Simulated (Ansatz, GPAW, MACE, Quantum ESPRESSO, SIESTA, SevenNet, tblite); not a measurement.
## SIESTA runs on random packing of 32SiO2-39SiC-29C (mol %) (83 atoms)

How do the settings of SIESTA change the result for random packing of 32SiO2-39SiC-29C (mol %) (83 atoms)? A plane-wave run serves as the yardstick.

Program: SIESTA 5.4.2. Level of theory: the method is named at each step. Results are calculated unless marked as measured.

## (1) Set-up

The cell holds 83 atoms: 29 Si, 26 O and 28 C. Cell: a = 9.666 Å, b = 9.666 Å, c = 9.666 Å, α = 90.0°, β = 90.0°, γ = 90.0°. 83 atoms (29 Si, 26 O, 28 C) packed at random in a cube at 2.88 g/cm³ and pushed apart as soft spheres, cations and anions kept from their own kind; a start for melting by ab initio MD, not an equilibrated structure. Then every atom was moved at random, 0.02 Å r.m.s. a Cartesian component.

The yardstick, on the same geometry:

| Quantity | Value |
| --- | --- |
| method | Kohn-Sham DFT, PBE, PAW, plane waves (Ansatz 0.2.0); cutoff 420 eV, Γ point, fermi-dirac smearing of 0.05 eV; PAW set soft_2 |
| r.m.s. force component | 1.508 eV/Å |
| longest force | 6.418 eV/Å |
| pressure | 6.568 GPa |
| SCF cycles | 10 |
| time | 10 s on 4 threads of Arm Neoverse V1, shared host |
| CPU time | 37 s |

## (2) PBE, DZP, shift 0.01 Ry, mesh 500 Ry

Method: Kohn-Sham DFT, PBE, PseudoDojo 0.4.1 norm-conserving pseudopotentials (converted to PSML), numerical atomic orbitals (DZP), diagonalisation.

The .psml files are PseudoDojo norm-conserving potentials that we converted to this format, checked against plane waves on the same files for H, C, O, Si, Ge and Ca alone.

input.fdf reads:

```
SystemLabel cell
NumberOfAtoms 83
NumberOfSpecies 3
%block ChemicalSpeciesLabel
  1 14 Si
  2 8 O
  3 6 C
%endblock ChemicalSpeciesLabel
LatticeConstant 1.0 Ang
%block LatticeVectors
  9.66570 0.00000 0.00000
  0.00000 9.66570 0.00000
  0.00000 0.00000 9.66570
%endblock LatticeVectors
PAO.BasisSize DZP
PAO.EnergyShift 0.01 Ry
XC.Functional GGA
XC.Authors PBE
MeshCutoff 500 Ry
%block kgrid_Monkhorst_Pack
  1 0 0 0.0
  0 1 0 0.0
  0 0 1 0.0
%endblock kgrid_Monkhorst_Pack
SolutionMethod diagon
OccupationFunction FD
ElectronicTemperature 580 K
SCF.Mixer.Method Pulay
SCF.Mixer.Weight 0.05
SCF.Mixer.History 8
SCF.Mix Hamiltonian
MaxSCFIterations 300
SCF.DM.Tolerance 1e-04
SCF.H.Tolerance 1.0e-3 eV
WriteForces T
Write.HirshfeldPop T
Write.VoronoiPop T
Write.DM F
Write.H F
XML.Write F
AtomicCoordinatesFormat Fractional
%block AtomicCoordinatesAndAtomicSpecies
  0.69875 0.55380 0.88308 1
  0.07019 0.51098 0.22069 1
  0.45957 0.92920 0.43847 1
  0.89560 0.55851 0.70940 1
  0.95116 0.95799 0.63333 1
  0.85979 0.56916 0.08866 1
  0.43871 0.48805 0.78093 1
  0.96830 0.77154 0.20298 1
  0.80821 0.16574 0.68715 1
  0.61901 0.72925 0.67448 1
  0.64670 0.95650 0.26681 1
  0.97334 0.31268 0.56702 1
  0.72989 0.29741 0.89325 1
  0.12920 0.45399 0.71891 1
  0.12139 0.66901 0.41147 1
  0.44151 0.24765 0.48147 1
  0.09639 0.01893 0.29728 1
  0.19299 0.18927 0.53860 1
  0.05727 0.17793 0.76764 1
  0.32669 0.11788 0.24757 1
  0.93314 0.08894 0.98657 1
  0.11785 0.77395 0.64777 1
  0.37396 0.80748 0.66245 1
  0.94691 0.29554 0.31323 1
  0.00755 0.85234 0.92178 1
  0.62734 0.53948 0.35226 1
  0.27065 0.36586 0.29719 1
  0.33217 0.49652 0.55174 1
  0.85940 0.01622 0.39811 1
  0.64932 0.67960 0.50404 2
  0.80398 0.85423 0.45374 2
  0.20297 0.40199 0.46016 2
  0.62988 0.56402 0.09381 2
  0.12933 0.68669 0.80713 2
  0.07294 0.87815 0.08891 2
  0.48532 0.79283 0.91190 2
  0.36679 0.87992 0.22626 2
  0.68176 0.85935 0.07059 2
  0.08555 0.62857 0.08844 2
  0.25268 0.84086 0.46535 2
  0.37972 0.60876 0.40347 2
  0.56721 0.07853 0.45037 2
  0.33660 0.06728 0.42442 2
  0.93066 0.67028 0.34075 2
  0.73248 0.39022 0.25176 2
  0.89779 0.41004 0.84551 2
  0.81419 0.34807 0.47985 2
  0.07934 0.00095 0.79543 2
  0.15201 0.19509 0.28830 2
  0.43126 0.31099 0.66042 2
  0.42213 0.22086 0.13324 2
  0.83351 0.79575 0.91142 2
  0.64235 0.19070 0.06263 2
  0.34276 0.96840 0.97419 2
  0.57715 0.90673 0.67900 2
  0.71730 0.19266 0.37036 3
[... 23 atom lines left out ...]
  0.67955 0.71581 0.11239 3
  0.18074 0.02457 0.08271 3
  0.57197 0.18012 0.66963 3
  0.54464 0.45976 0.03578 3
%endblock AtomicCoordinatesAndAtomicSpecies
```

Run with:

```
$ OMP_NUM_THREADS=1 mpirun -np 2 siesta < input.fdf > output.txt
```

Log:

```text
Version         : 5.4.2
reinit: System Name:
reinit: System Label: cell
initatom: Reading input for the pseudopotentials and atomic orbitals ----------
Species number:   1 Atomic number:   14 Label: Si
Species number:   2 Atomic number:    8 Label: O
Species number:   3 Atomic number:    6 Label: C
Ground state valence configuration (from tables):   3s02  3p02  3d00  4f00
Ground state valence configuration (from tables):   2s02  2p04  3d00  4f00
Ground state valence configuration (from tables):   2s02  2p02  3d00  4f00
---- Processing specs for species: Si
GGA--PBE XC_GGA_X_PBE--XC_GGA_C_PBE pb
---- Processing specs for species: O
GGA--PBE XC_GGA_X_PBE--XC_GGA_C_PBE pb
---- Processing specs for species: C
GGA--PBE XC_GGA_X_PBE--XC_GGA_C_PBE pb
Si pseudopotential only contains V_ls up to l=2 -- lmxkb reset.
O pseudopotential only contains V_ls up to l=2 -- lmxkb reset.
C pseudopotential only contains V_ls up to l=1 -- lmxkb reset.
Using PAO.SplitTailNorm
%block ChemicalSpeciesLabel
    1   14 Si                      # Species index, atomic number, species label
    2    8 O                       # Species index, atomic number, species label
    3    6 C                       # Species index, atomic number, species label
%endblock ChemicalSpeciesLabel
%block PAO.Basis                 # Define Basis set
Si                    2                    # Species label, number of l-shells
 n=3   0   2                         # n, l, Nzeta
   5.392      3.847
   1.000      1.000
 n=3   1   2 P   1                   # n, l, Nzeta, Polarization, NzetaPol
   6.844      4.952
   1.000      1.000
O                     2                    # Species label, number of l-shells
 n=2   0   2                         # n, l, Nzeta
   3.532      2.299
   1.000      1.000
 n=2   1   2 P   1                   # n, l, Nzeta, Polarization, NzetaPol
[...]
C                     2                    # Species label, number of l-shells
 n=2   0   2                         # n, l, Nzeta
[...]
1.000      1.000
 n=2   1   2 P   1                   # n, l, Nzeta, Polarization, NzetaPol
   5.436      3.692
   1.000      1.000
%endblock PAO.Basis
coor:   Atomic-coordinates input format  =     Fractional
siesta: System type = bulk
initatomlists: Number of atoms, orbitals, and projectors:     83  1079  1084
siesta: ******************** Simulation parameters ****************************
Total number of electrons:   384.000000
Total ionic charge:   384.000000
 Kpoints in:            1 . Kpoints trimmed:            1
siesta: k-grid: Number of k-points = 1
siesta: k-points from Monkhorst-Pack grid
siesta: k-cutoff (effective) =     4.833 Ang
siesta: k-point supercell and displacements
siesta: k-grid:     1     0     0      0.000
siesta: k-grid:     0     1     0      0.000
siesta: k-grid:     0     0     1      0.000
                     ====================================
                        Single-point calculation
                     ====================================
outcell: Unit cell vectors (Ang):
        9.665700    0.000000    0.000000
        0.000000    9.665700    0.000000
        0.000000    0.000000    9.665700
outcell: Cell vector modules (Ang)   :    9.665700    9.665700    9.665700
outcell: Cell angles (23,13,12) (deg):     90.0000     90.0000     90.0000
outcell: Cell volume (Ang**3)        :    903.0253
Gamma-point calculation with multiply-connected orbital pairs
Gamma-point calculation with multiply-connected orbital pairs
Folding of H and S implicitly performed
Folding of H and S implicitly performed
new_DM -- step:     1
Initializing Density Matrix...
Attempting to read DM from file... Failed...
DM filled with atomic data:
InitMesh: MESH = 144 x 144 x 144 = 2985984
InitMesh: Mesh cutoff (required, used) =   500.000   613.423 Ry
stepf: Fermi-Dirac step function
        iscf     Eharris(eV)        E_KS(eV)     FreeEng(eV)     dDmax    Ef(eV) dHmax(eV)
   scf:    1   -19175.500506   -19396.501756   -19396.767117  1.547687 -4.022873 12.674753
   scf:    2   -19427.746634   -19416.172940   -19416.441827  0.119695 -3.965503  8.278412
   scf:    3   -19429.055634   -19423.629880   -19423.904330  0.085469 -3.940029  4.058959
   scf:    4   -19430.133690   -19427.669726   -19427.942126  0.079782 -3.923675  2.075024
   scf:    5   -19429.492633   -19428.665934   -19428.938235  0.024931 -3.922302  1.193956
   scf:    6   -19429.874943   -19429.344188   -19429.618174  0.024077 -3.925198  0.444770
[...]
scf:   20   -19429.866817   -19429.866823   -19430.154091  0.000119 -3.976292  0.001085
   scf:   21   -19429.866812   -19429.866818   -19430.154094  0.000103 -3.976296  0.000890
   scf:   22   -19429.866813   -19429.866815   -19430.154095  0.000057 -3.976282  0.000643
SCF Convergence by DM+H criterion
max |DM_out - DM_in|         :     0.0000572662
max |H_out - H_in|      (eV) :     0.0006431143
SCF cycle converged after 22 iterations
Using DM_out to compute the final energy and forces
siesta: E_KS(eV) =           -19429.8668
siesta: E_KS - E_eggbox =    -19429.8668
siesta: Atomic forces (eV/Ang):
     1   -0.468528   -0.260444   -0.675623
     2    1.394025   -2.633168    1.039553
     3    0.670555   -2.302260    0.506524
     4   -0.856712   -0.813406   -1.049507
     5    0.148006   -0.229835   -0.460607
     6   -1.733169   -0.292649   -0.201013
[...]
81    0.725875    3.647901    0.936630
    82   -0.195155   -0.096259    0.866459
    83   -0.130101   -0.140746    0.389214
----------------------------------------
   Tot   -0.002176    0.001079   -0.004699
----------------------------------------
   Max    4.905623
   Res    1.541440    sqrt( Sum f_i^2 / 3N )
----------------------------------------
   Max    4.905623    constrained
Stress tensor Voigt[x,y,z,yz,xz,xy] (kbar):      -75.79      -98.58      -94.63       -6.02       -2.23      -11.70
(Free)E + p*V (eV/cell)   -19379.6149
Target enthalpy (eV/cell)   -19430.1541
siesta: Program's energy decomposition (eV):
siesta: Ebs     =     -4762.559478
siesta: Eions   =     30572.278654
siesta: Ena     =      6210.680147
siesta: Ekin    =     11732.046256
siesta: Enl     =     -1272.593183
siesta: DEna    =       142.357134
siesta: DUscf   =        12.411552
siesta: Ex      =     -5199.853929
siesta: Ec      =      -482.636138
siesta: Exc     =     -5682.490067
siesta: Eharris =    -19429.866813
siesta: Etot    =    -19429.866815
siesta: FreeEng =    -19430.154095
siesta: Final energy (eV):
siesta:  Band Struct. =   -4762.559478
siesta:       Kinetic =   11732.046256
siesta:       Hartree =    5864.469040
siesta:         Exch. =   -5199.853929
siesta:         Corr. =    -482.636138
siesta:   Exch.-corr. =   -5682.490067
siesta:  Ion-electron =  -22011.566590
siesta:       Ion-ion =   -9332.325454
siesta:         Total =  -19429.866815
siesta:         Fermi =      -3.976282
siesta: Stress tensor (static) (eV/Ang**3):
siesta:    -0.047304   -0.007301   -0.001392
siesta:    -0.007301   -0.061532   -0.003754
siesta:    -0.001392   -0.003755   -0.059064
siesta: Cell volume =        903.025335 Ang**3
siesta: Pressure (static):
siesta:                Solid            Molecule  Units
siesta:           0.00060955          0.00096183  Ry/Bohr**3
siesta:           0.05596657          0.08831155  eV/Ang**3
siesta:          89.66832740        141.49069642  kBar
    Orbital volume contribution        =          37.338676 eV
    (Free)E + p_basis*V_orbitals       =      -19392.815418 eV
    (Free)Eharris+ p_basis*V_orbitals  =      -19392.815416 eV
Hirshfeld Atomic Populations:
Atom #   charge [q] valence [e]  Species
     1     0.062209    3.937791  Si
     2     0.067489    3.932511  Si
     3     0.167423    3.832577  Si
     4     0.061270    3.938730  Si
     5     0.036872    3.963128  Si
     6     0.074672    3.925328  Si
[...]
30     0.001842    5.998158  O
    31     0.022140    5.977860  O
    32    -0.144271    6.144271  O
    33     0.002512    5.997488  O
    34    -0.053417    6.053417  O
    35    -0.029172    6.029172  O
[...]
56    -0.008644    4.008644  C
    57     0.008352    3.991648  C
    58    -0.096286    4.096286  C
    59    -0.064677    4.064677  C
    60     0.025599    3.974401  C
    61     0.019193    3.980807  C
[...]
--------------------
 Total    -0.000030
Voronoi Atomic Populations:
Atom #   charge [q] valence [e]  Species
[...]
27     0.117080    3.882920  Si
    28     0.169944    3.830056  Si
    29     0.046152    3.953848  Si
[...]
53    -0.108816    6.108816  O
    54    -0.074241    6.074241  O
    55    -0.119738    6.119738  O
[...]
81    -0.056790    4.056790  C
    82    -0.064874    4.064874  C
    83    -0.056139    4.056139  C
--------------------
 Total    -0.000030
```

It took 6.6 min on 2 MPI ranks of Arm Neoverse V1, shared host; peak memory 2.5 GiB; 13 min of CPU time.

Banners, paths, timers and routine set-up lines are dropped from the logs unmarked, and long logs keep their key lines alone; longer cuts are marked.

Against the reference:

- r.m.s. force component: 1.541 eV/Å
- r.m.s. difference of force components: 202.8 meV/Å
- longest difference of force vectors: 732.7 meV/Å
- force difference over r.m.s. force: 13.45 %
- slope of forces against the reference's: 1.013
- correlation of force components: 0.9914
- pressure: 8.967 GPa
- pressure difference: 2.399 GPa

Length of the force difference by element (eV/Å):

| element | atoms | mean | most |
| --- | --- | --- | --- |
| C | 28 | 0.27 | 0.57 |
| O | 26 | 0.35 | 0.61 |
| Si | 29 | 0.32 | 0.73 |

A closer look about O50, picked at random: 14 atoms, nearest first, numbered in the order of the input, with positions taken from that point.

| atom | x | y | z | distance (Å) | Hirshfeld charge (e) | Fx | Fy | Fz (eV/Å) |
| --- | --- | --- | --- | --- | --- | --- | --- | --- |
| O50 | 0.00 | 0.00 | 0.00 | 0.00 | -0.14 | 0.85 | -0.48 | 1.40 |
| Si16 | 0.10 | -0.61 | -1.73 | 1.84 | 0.12 | 1.80 | 0.08 | 0.98 |
| C82 | 1.36 | -1.26 | 0.09 | 1.86 | -0.04 | -0.20 | -0.10 | 0.87 |
| Si7 | 0.07 | 1.71 | 1.16 | 2.07 | 0.14 | -0.47 | 0.06 | 1.47 |
| Si28 | -0.96 | 1.79 | -1.05 | 2.29 | 0.14 | 0.10 | -0.45 | 0.64 |
| C58 | 1.26 | 2.10 | -0.70 | 2.54 | -0.10 | -2.26 | -1.52 | 0.90 |
| Si18 | -2.30 | -1.18 | -1.18 | 2.84 | 0.07 | -0.56 | -1.46 | 1.75 |
| O32 | -2.21 | 0.88 | -1.94 | 3.06 | -0.14 | 0.54 | 1.59 | -0.37 |
| C62 | 0.60 | -2.49 | 1.94 | 3.22 | 0.04 | 0.40 | -0.19 | 0.45 |
| Si14 | -2.92 | 1.38 | 0.57 | 3.28 | 0.06 | 0.16 | -0.69 | 1.82 |
| O42 | 1.31 | -2.25 | -2.03 | 3.30 | -0.11 | -1.46 | 1.35 | -0.61 |
| O43 | -0.91 | -2.36 | -2.28 | 3.40 | -0.11 | 1.10 | 0.23 | -2.38 |
| C73 | -0.90 | 0.89 | 3.28 | 3.51 | -0.02 | 0.49 | -0.07 | -1.56 |
| C72 | -1.90 | -2.45 | 1.69 | 3.53 | -0.02 | 1.25 | 1.24 | -0.11 |

Forces lie 13 % from the reference's, at 21 times its CPU time (on 2 against 4 cores).

## (3) PBE, SZP, shift 0.01 Ry, mesh 500 Ry

Method: Kohn-Sham DFT, PBE, PseudoDojo 0.4.1 norm-conserving pseudopotentials (converted to PSML), numerical atomic orbitals (SZP), diagonalisation.

Edit input.fdf of step 2 so:

```diff
@@ -14,3 +14,3 @@
 %endblock LatticeVectors
-PAO.BasisSize DZP
+PAO.BasisSize SZP
 PAO.EnergyShift 0.01 Ry
```

Log:

```text
Version         : 5.4.2
reinit: System Name:
reinit: System Label: cell
initatom: Reading input for the pseudopotentials and atomic orbitals ----------
Species number:   1 Atomic number:   14 Label: Si
Species number:   2 Atomic number:    8 Label: O
Species number:   3 Atomic number:    6 Label: C
Ground state valence configuration (from tables):   3s02  3p02  3d00  4f00
[... lines left out ...]
SCF Convergence by DM+H criterion
[... lines left out ...]
SCF cycle converged after 22 iterations
[... lines left out ...]
   Max    4.606971
[... lines left out ...]
   Max    4.606971    constrained
Stress tensor Voigt[x,y,z,yz,xz,xy] (kbar):     -138.35     -156.72     -139.25       -6.08       -4.46       -8.27
[... lines left out ...]
siesta: FreeEng =    -19409.543770
[... lines left out ...]
siesta:         Fermi =      -4.058265
[... lines left out ...]
siesta:         144.77323820        178.30674541  kBar
[... lines left out ...]
    (Free)Eharris+ p_basis*V_orbitals  =      -19378.597837 eV
Hirshfeld Atomic Populations:
Atom #   charge [q] valence [e]  Species
     1     0.083812    3.916188  Si
     2     0.085159    3.914841  Si
     3     0.192652    3.807348  Si
[...]
30    -0.009902    6.009902  O
    31     0.005137    5.994863  O
    32    -0.154978    6.154978  O
[...]
56    -0.012862    4.012862  C
    57    -0.000697    4.000697  C
    58    -0.102399    4.102399  C
[...]
--------------------
 Total    -0.000022
Voronoi Atomic Populations:
Atom #   charge [q] valence [e]  Species
[...]
28     0.216229    3.783771  Si
    29     0.080342    3.919658  Si
[...]
54    -0.108430    6.108430  O
    55    -0.153723    6.153723  O
[...]
82    -0.089713    4.089713  C
    83    -0.077484    4.077484  C
--------------------
 Total    -0.000022
```

Elapsed: 5.1 min, on 2 MPI ranks; peak memory 2.2 GiB.

Numbers from this run, and their distance from the reference:

```yaml
r_m_s_force_component: 1.554 eV/Å
r_m_s_difference_of_force_components: 652.5 meV/Å
longest_difference_of_force_vectors: 2639 meV/Å
force_difference_over_r_m_s_force: 43.26 %
slope_of_forces_against_the_reference_s: 0.9374
correlation_of_force_components: 0.9096
pressure: 14.48 GPa
pressure_difference: 7.91 GPa
```

This is a coarse setting, run to see what it loses.

Against the first run (13 %), the force difference from the reference is 43 %, at 0.78 times the CPU time, with 747 basis functions against 1079: the smaller basis costs accuracy.

## (4) PBE, DZ, shift 0.01 Ry, mesh 500 Ry

Method: Kohn-Sham DFT, PBE, PseudoDojo 0.4.1 norm-conserving pseudopotentials (converted to PSML), numerical atomic orbitals (DZ), diagonalisation.

Edit input.fdf of step 3 so:

```diff
@@ -14,3 +14,3 @@
 %endblock LatticeVectors
-PAO.BasisSize SZP
+PAO.BasisSize DZ
 PAO.EnergyShift 0.01 Ry
```

Log:

```text
Version         : 5.4.2
reinit: System Name:
reinit: System Label: cell
initatom: Reading input for the pseudopotentials and atomic orbitals ----------
Species number:   1 Atomic number:   14 Label: Si
Species number:   2 Atomic number:    8 Label: O
Species number:   3 Atomic number:    6 Label: C
Ground state valence configuration (from tables):   3s02  3p02  3d00  4f00
[... lines left out ...]
SCF Convergence by DM+H criterion
[... lines left out ...]
SCF cycle converged after 22 iterations
[... lines left out ...]
   Max    6.249693
[... lines left out ...]
   Max    6.249693    constrained
Stress tensor Voigt[x,y,z,yz,xz,xy] (kbar):     -187.71     -215.47     -212.28        2.33       -1.42       -9.89
[... lines left out ...]
siesta: FreeEng =    -19386.292348
[... lines left out ...]
siesta:         Fermi =      -3.719434
[... lines left out ...]
siesta:         205.15293594        245.58081998  kBar
[... lines left out ...]
    (Free)Eharris+ p_basis*V_orbitals  =      -19361.242758 eV
Hirshfeld Atomic Populations:
Atom #   charge [q] valence [e]  Species
     1     0.086318    3.913682  Si
     2     0.083721    3.916279  Si
     3     0.202234    3.797766  Si
[...]
30     0.003043    5.996957  O
    31     0.019754    5.980246  O
    32    -0.177954    6.177954  O
[...]
56    -0.002387    4.002387  C
    57     0.003886    3.996114  C
    58    -0.116987    4.116987  C
[...]
--------------------
 Total    -0.000024
Voronoi Atomic Populations:
Atom #   charge [q] valence [e]  Species
[...]
28     0.176713    3.823287  Si
    29     0.066814    3.933186  Si
[...]
54    -0.074674    6.074674  O
    55    -0.122766    6.122766  O
[...]
82    -0.044677    4.044677  C
    83    -0.057152    4.057152  C
--------------------
 Total    -0.000024
```

Elapsed: 2.4 min, on 2 MPI ranks; peak memory 1.6 GiB; 4.8 min of CPU time.

Compared with the plane-wave run:

* r.m.s. force component: 1.82 eV/Å
* r.m.s. difference of force components: 903.9 meV/Å
* longest difference of force vectors: 2985 meV/Å
* force difference over r.m.s. force: 59.93 %
* slope of forces against the reference's: 1.048
* correlation of force components: 0.8689
* pressure: 20.52 GPa
* pressure difference: 13.95 GPa

This is a coarse setting, run to see what it loses.

Against the first run (13 %), the force difference from the reference is 60 %, at 0.37 times the CPU time, with 664 basis functions against 1079: the smaller basis costs accuracy.

(Part 1 of 2 ends here.)

[Also dropped from logs without a mark: logging warnings of Python, and SIESTA's first energy breakdown and zero terms.]

[Logs are printed without paths, hosts, clocks, repeated set-up lines and the standing remarks that a program may print on its own settings, such as how far it seeks lower states.]

[Hosts, paths, dates, database ids (printed as entryN), source tags and the programs' standing remarks are cut or masked in the printed files.]
